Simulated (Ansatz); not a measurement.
# PrMg2Ge2, from a guessed structure to a relaxed one, part 2 of 2

Starting from a made-up structure for PrMg2Ge2, the aim is the relaxed cell, its shortest contacts and, where a second run follows, its electronic structure.

Ansatz 0.2.0; DFT, PBE, plane-wave PAW, default files, scalar-relativistic, ferromagnetic start, cell and ions relaxed at zero pressure (the session's first sound run).

So far: The starting structure; Relaxing cell and atoms. The relaxed cell has a = 4.328, c = 11.897 Å (conventional setting).

In doubt: a part-filled 4f shell, where there is one, can sit in one of many states, so energies may not be the lowest and differences between runs may mislead; derivatives with an open 4f shell can jump between states, which bears on forces and vibrations.

### 3. Bands of the relaxed cell

With the geometry fixed, one more self-consistent run, with a narrower smearing and the mesh shown in its input, gives the bands, and its pressure, and its forces where symmetry allows any, show how far the geometry depends on these settings.

This step: DFT, PBE, plane-wave PAW, default files, scalar-relativistic, ferromagnetic start, bands and density of states at the relaxed cell (Ansatz 0.2.0).

input.yaml

```yaml
crystal:
  lattice:
    - [-2.1641361472, 2.1641361472, 5.9483831967]
    - [2.1641361472, -2.1641361472, 5.9483831967]
    - [2.1641361472, 2.1641361472, -5.9483831967]
  atoms:
    - { symbol: Pr, position: [0.0, 0.0, 0.0], spin: 2.3 }
    - { symbol: Ge, position: [0.3926181119, 0.3926181119, 0.0] }
    - { symbol: Ge, position: [0.6073818881, 0.6073818881, 0.0] }
    - { symbol: Mg, position: [0.75, 0.25, 0.5] }
    - { symbol: Mg, position: [0.25, 0.75, 0.5] }
magnetization:
  spin_polarized: true
kpoints:
  mp_grid: { grid: [10, 10, 10] }
  band_path:
    path:
      - [[0.0, 0.0, 0.0], [-0.5, 0.5, 0.0], [-0.5, 0.5, -0.06618221], [-0.28309111, 0.28309111, -0.28309111], [0.0, 0.0, 0.0], [0.5, 0.5, -0.5], [0.28309111, 0.71690889, -0.71690889], [0.0, 0.5, -0.5], [-0.25, 0.75, -0.25], [0.06618221, 0.93381779, -0.5], [0.5, 0.5, -0.5]]
      - [[-0.5, 0.5, 0.0], [-0.25, 0.75, -0.25]]
    npoints: 7
scf:
  occupations: { method: fermi_dirac, width: 0.03 }
  n_extra_bands: 11
hamiltonian:
  xc: pbe
  pseudopotentials: { kind: paw }
output:
  forces: true
  stress: true
  write_bands: true
  dos: { projected: true }
  write_density: true
  write_potential: true
  elf: true
  volumetric_format: npy
```

Launch:

```
$ ansatz run input.yaml --threads 4 --pin off --max-ram 10240MiB --backend cpu --events-out ev --progress --plain --runs-dir out
```

Numbers of over 12 decimals in the logs are rounded to 6 here.

Log:

```text
Warning: where this run starts from atoms, the 4f shell of Pr (site 0, from 0) starts with a moment of 2.02 μB, by Hund's first rule and in the place of the 2.30 μB that the deck gives it, the electrons of either spin spread evenly over its orbitals. The first iterations hold it so, then one of them chooses the order of the orbitals in the run's own bands; that SCF has its whole band count from the start. To start from spheres of the given moment, with no order chosen, type scf.initial_density.shell_occupations: []
Pr: projections on atomic orbitals take those of the free atom [Kr 4d10] 4f3 5s2 5p6 5d0 6s2, of charge +0.00 (hamiltonian.pseudopotentials.projection_atoms); the dataset's partial waves leave at most 1.4e-3 of an orbital's norm unspanned inside its sphere
[...]
Crystal: 5 atoms, lattice volume = 111.437 Å³
Basis set: ecut = 420 eV, 2179 PW (Γ), exchange–correlation on 90×90×90 points (8 copies of the dense FFT grid, shifted against one another)
Bands: 42, of which v1, the nominal top of the filled ones, is band 31 counted from 1 (30 counted from 0)
Symmetry: 16 space group operations
[...]
k-points: 102 of 1000
[...]
SCF iter   1: F=—  HF=-19381.728251 eV  |F-HF|=—  |Δ(HF+E_count)|=         —  Δρ=3.07e-2 (↑3.07e-2 ↓2.69e-2)  dr2=3.67e0  dr2_m=4.48e-1  M=2.184 μB ∫|m|=2.281 μB  β_m=0.30  ethr=3.10e-3  ⟨swp⟩=5.9  Hψ=30202  notcnv=0  defer=4
[...]
SCF iter   6: F=—  HF=-19374.332161 eV  |F-HF|=—  |Δ(HF+E_count)|=         —  Δρ=1.55e-2 (↑1.55e-2 ↓6.29e-4)  dr2=4.35e-2  dr2_m=6.24e-2  M=2.386 μB ∫|m|=2.538 μB  β_m=0.79  ethr=3.10e-6  ⟨swp⟩=2.4  Hψ=16684  notcnv=0  defer=447
[...]
iteration 6: the lowest order of the open f orbitals that was found in this iteration's bands is taken; the next order that was found lies 90 meV over it there
SCF iter   7: F=—  HF=-19374.609553 eV  |F-HF|=—  |Δ(HF+E_count)|=         —  Δρ=7.12e-3 (↑7.12e-3 ↓5.36e-4)  dr2=5.17e-2  dr2_m=1.24e-2  M=2.459 μB ∫|m|=2.603 μB  β_m=0.79  ethr=3.10e-6  ⟨swp⟩=3.1  Hψ=20203  notcnv=1  defer=450
[...]
SCF iter  17: F=-19374.629748 eV  HF=-19374.629748 eV  |F-HF|=2.27e-8  |Δ(HF+E_count)|=   4.51e-9  Δρ=4.03e-6 (↑4.03e-6 ↓2.57e-7)  dr2=2.32e-8  dr2_m=4.14e-9  M=2.391 μB ∫|m|=2.528 μB  ethr=5.31e-12  ⟨swp⟩=11.9  Hψ=51052  notcnv=0
SCF 1 converged in 17 iterations: F = -19374.629748 eV  dr2 = 2.32e-8
[...]
NSCF: frozen V_eff on 79 k-points
SCF converged after 17 iterations
Magnetization: 2.3907 μB (31.6953 up, 29.3047 down)
Absolute magnetization: 2.5269 μB (∫|ρ↑−ρ↓|, with the PAW one-centre terms)
[...]
Per-site moments (μB) at R_I (Å): [(2.252716, 1.368044), (-0.015416, 1.053935), (-0.015416, 1.053935), (-0.00259485, 1.134357), (-0.00259485, 1.134357)]
Free energy (F): -19374.629748 eV
[...]
Internal energy: -19374.615756 eV  (E = F + TS)
E sigma→0 (E₀):  -19374.622752 eV
Entropy (-TS):   -0.013992 eV (-2.798 meV/atom)
Fermi energy:    9.753641 eV
[...]
--- Forces (eV/Å), atoms counted from 1 ---
  atom   1  Pr    -0.00000000     0.00000000     0.00000000
  atom   2  Ge     0.00000000     0.00000000    -0.01363908
  atom   3  Ge    -0.00000000     0.00000000     0.01363908
  atom   4  Mg    -0.00000000     0.00000000     0.00000000
  atom   5  Mg     0.00000000     0.00000000     0.00000000
  max |Σ_I F_I| component: 2.58e-17 eV/Å
--- Stress (GPa, compression-positive) ---
       -0.007998       0.000000       0.000000
        0.000000      -0.007998      -0.000000
        0.000000       0.000000       0.022850
  P = ⅓ Tr σ = 0.0023 GPa (0.023 kbar)
--- Band table (eV; the first three rows and the last of 204) ---
  k-point 0 ↑: bands = [... 27 lower, 8.9591, 8.9591, 9.3223, 9.7917, 9.8113, 9.8113, 10.3374, 10.4556, ... 7 higher]
  k-point 1 ↑: bands = [... 27 lower, 8.4331, 8.4795, 9.5224, 9.7087, 9.8018, 10.0088, 10.2966, 10.4568, ... 7 higher]
  k-point 2 ↑: bands = [... 27 lower, 8.0014, 8.2556, 9.5565, 9.6349, 9.7835, 10.1283, 10.2315, 10.4608, ... 7 higher]
  k-point 101 ↓: bands = [... 27 lower, 8.9739, 9.4802, 9.7803, 9.7803, 9.8518, 11.0770, 11.0770, 11.0871, ... 7 higher]
```

It took 31 s on 4 threads of Intel Xeon Platinum 8488C (Sapphire Rapids), shared host; peak memory 0.93 GiB.

Reading the cycles: dr2 is the Hartree energy of the density residual (eV), the measure of convergence; HF is the Harris–Foulkes estimate of the energy, which meets the free energy F at convergence.

Numbers from this step:

- free energy: -19374.6297 eV
- energy at zero smearing: -19374.6228 eV
- smearing term TS: 0.01399 eV
- Fermi energy: 9.754 eV
- magnetization: 2.391 μB
- absolute magnetization: 2.527 μB
- site moments: 2.253, -0.01542, -0.01542, -0.002595, -0.002595 μB
- pressure: 0.002284 GPa

From bands.tsv, the bands that come nearest the Fermi level along the path, at its corners, in eV from the Fermi level:

```
point  band_30_up  band_31_up  band_32_up  band_33_up  band_34_up  band_28_dn  band_29_dn  band_30_dn
    Γ        0.04        0.06        0.06        0.58        0.70       -0.53       -0.01        1.17
    X       -0.23       -0.21        0.39        0.45        0.45       -2.10        0.08        0.67
    Y       -0.23       -0.21        0.32        0.44        0.45       -2.05        0.01        0.79
    S       -0.13        0.13        0.39        0.48        0.55        0.36        0.49        0.83
    Γ        0.04        0.06        0.06        0.58        0.70       -0.53       -0.01        1.17
    Z       -0.08       -0.08        0.02        0.02        0.03       -0.27        0.03        0.03
   S1       -0.13        0.13        0.39        0.48        0.55        0.36        0.49        0.83
    N       -0.19       -0.13        0.44        0.49        0.74       -0.53        0.20        1.30
    P       -0.22       -0.22        0.15        0.45        0.45       -2.14       -0.74        1.42
   Y1       -0.23       -0.21        0.32        0.44        0.45       -2.05        0.01        0.79
    Z       -0.08       -0.08        0.02        0.02        0.03       -0.27        0.03        0.03
    X       -0.23       -0.21        0.39        0.45        0.45       -2.10        0.08        0.67
    P       -0.22       -0.22        0.15        0.45        0.45       -2.14       -0.74        1.42
```

Spin density in the ac plane of the conventional cell at fractional y = 0.000, with atoms of Pr and Ge and Mg within 0.2 Å of it.

Ten even steps from '_' (0.0 e/Å³) to '@' (3.1 e/Å³), each cell a mean:
```
##--____________________..++
____________________________
____________________________
____________________________
____________________________
____________________________
____________________________
____________________________
____________________________
____________________________
____________________________
____________________________
____________________________
____________________________
____________________________
____________________________
____________________________
____________________________
____________________________
____________________________
____________________________
____________________________
....______________________..
@@++..__________________::##
```
Columns run along a (4.3 Å), rows up along c (11.9 Å), edges of the conventional cell, whose origin can differ from the input's. Atoms in or near the plane, at fractional coordinates: Pr at (0.00, 0.00), Ge at (0.00, 0.39), Ge at (0.00, 0.61), Mg at (0.50, 0.75), Mg at (0.50, 0.25).

ELF in the ac plane of the conventional cell at fractional y = 0.000, with atoms of Pr and Ge and Mg within 0.2 Å of it. It is the smooth field of the valence electrons, not physical close to the nuclei.

Values, 24 rows by 14 columns, each cell a mean:
```
0.62 0.77 0.79 0.60 0.24 0.09 0.12 0.14 0.09 0.11 0.39 0.73 0.81 0.71
0.73 0.72 0.53 0.23 0.09 0.11 0.18 0.20 0.15 0.09 0.12 0.35 0.65 0.73
0.24 0.22 0.15 0.11 0.14 0.21 0.26 0.28 0.24 0.18 0.11 0.11 0.18 0.24
0.12 0.14 0.17 0.20 0.21 0.18 0.16 0.15 0.17 0.20 0.21 0.19 0.15 0.13
0.29 0.30 0.30 0.22 0.11 0.12 0.23 0.25 0.18 0.09 0.15 0.28 0.30 0.29
0.36 0.38 0.36 0.19 0.09 0.32 0.34 0.29 0.39 0.19 0.09 0.29 0.38 0.37
0.43 0.47 0.50 0.34 0.12 0.25 0.36 0.33 0.33 0.16 0.20 0.44 0.49 0.45
0.36 0.41 0.52 0.59 0.41 0.17 0.14 0.16 0.15 0.27 0.52 0.58 0.47 0.38
0.09 0.19 0.39 0.57 0.66 0.50 0.28 0.23 0.38 0.59 0.64 0.49 0.30 0.13
0.03 0.10 0.33 0.51 0.62 0.51 0.33 0.27 0.40 0.59 0.59 0.43 0.22 0.04
0.22 0.30 0.41 0.50 0.51 0.37 0.22 0.19 0.28 0.44 0.53 0.47 0.36 0.25
0.47 0.48 0.48 0.44 0.35 0.24 0.15 0.14 0.18 0.29 0.40 0.47 0.48 0.47
0.40 0.43 0.47 0.47 0.40 0.27 0.17 0.15 0.21 0.33 0.44 0.47 0.45 0.41
0.12 0.22 0.38 0.51 0.56 0.42 0.26 0.21 0.33 0.50 0.56 0.45 0.31 0.16
0.03 0.09 0.33 0.52 0.64 0.54 0.34 0.29 0.43 0.61 0.61 0.44 0.21 0.04
0.18 0.28 0.44 0.60 0.61 0.40 0.21 0.16 0.28 0.52 0.65 0.53 0.36 0.22
0.41 0.46 0.54 0.52 0.28 0.15 0.22 0.25 0.18 0.16 0.41 0.57 0.50 0.42
0.41 0.44 0.44 0.26 0.10 0.31 0.34 0.29 0.38 0.19 0.13 0.37 0.45 0.42
0.34 0.35 0.34 0.19 0.08 0.26 0.36 0.33 0.34 0.16 0.10 0.27 0.35 0.35
0.23 0.25 0.27 0.24 0.14 0.10 0.14 0.16 0.12 0.11 0.19 0.26 0.26 0.24
0.10 0.11 0.12 0.16 0.21 0.23 0.22 0.22 0.22 0.22 0.18 0.14 0.12 0.11
0.41 0.39 0.24 0.11 0.11 0.17 0.24 0.26 0.21 0.14 0.10 0.16 0.33 0.41
0.77 0.80 0.66 0.34 0.11 0.09 0.15 0.17 0.12 0.09 0.19 0.48 0.75 0.79
0.48 0.73 0.84 0.71 0.29 0.09 0.11 0.13 0.09 0.14 0.50 0.81 0.82 0.61
```
Columns run along a (4.3 Å), rows up along c (11.9 Å), edges of the conventional cell, whose origin can differ from the input's. Atoms in or near the plane, at fractional coordinates: Pr at (0.00, 0.00), Ge at (0.00, 0.39), Ge at (0.00, 0.61), Mg at (0.50, 0.75), Mg at (0.50, 0.25).

Electrostatic potential energy in the ac plane of the conventional cell at fractional y = 0.000, with atoms of Pr and Ge and Mg within 0.2 Å of it. With pseudopotentials it is smooth inside the atoms' cores, unlike the true potential.

Ten even steps from '0' (-40 eV) to '9' (12 eV), each cell a mean:
```
10268999997400
34689999998753
88999999999988
99999998999999
99998744589999
99997200058999
99997400168999
67898876789876
23589999999742
02479999999631
34789999999854
88999999999988
67899999999987
23589999999742
02479999998631
34689998999753
78998744688988
99997200058999
99997400168999
99999876789999
99999999999999
77899999999887
12478999998631
20158999997301
```
Columns run along a (4.3 Å; values clipped at the 3rd and 97th percentile), rows up along c (11.9 Å), edges of the conventional cell, whose origin can differ from the input's. Atoms in or near the plane, at fractional coordinates: Pr at (0.00, 0.00), Ge at (0.00, 0.39), Ge at (0.00, 0.61), Mg at (0.50, 0.75), Mg at (0.50, 0.25).

### 4. Summary of results

| Quantity | Value |
| --- | --- |
| space group, relaxed | I4/mmm |
| conventional cell | a = 4.328, b = 4.328, c = 11.897 Å; α = 90.0°, β = 90.0°, γ = 90.0° |
| volume per atom | 22.29 Å³ (guess 22.59) |
| total moment | 2.38 μB in the cell of 5 atoms |

PrMg2Ge2 relaxes to I4/mmm with a = 4.328, b = 4.328 and c = 11.897 Å. The guessed volume was near the relaxed one. The space group I4/mmm was held in the relaxation, so the end point is a stationary structure within it and may be a saddle against distortions or other arrangements. The input starts from parallel moments, and no other start was typed. The f shell may be open and has no Hubbard U, so its place in energy and the volume are uncertain. The electronic state may lie above the lowest one. Bands cross the Fermi level, so it is a metal or semimetal at this level. On the 10×10×10 mesh with the narrower smearing (relaxed on 8×8×8) the largest force component is 0.014 eV/Å and the largest stress component is 0.023 GPa, within the relaxation's thresholds of 0.015 eV/Å and 0.05 GPa. The cutoff wasn't tested. Spin-orbit coupling is left out, which can matter for elements this heavy. No dispersion term is used, so weakly bound directions may come out too long. Nothing here tests whether the compound is stable against decomposition.

[Logs are printed without paths, hosts, clocks, repeated set-up lines and the standing remarks that a program may print on its own settings, such as how far it seeks lower states.]

[Hosts, paths, dates, database ids (printed as entryN), source tags and the programs' standing remarks are cut or masked in the printed files.]
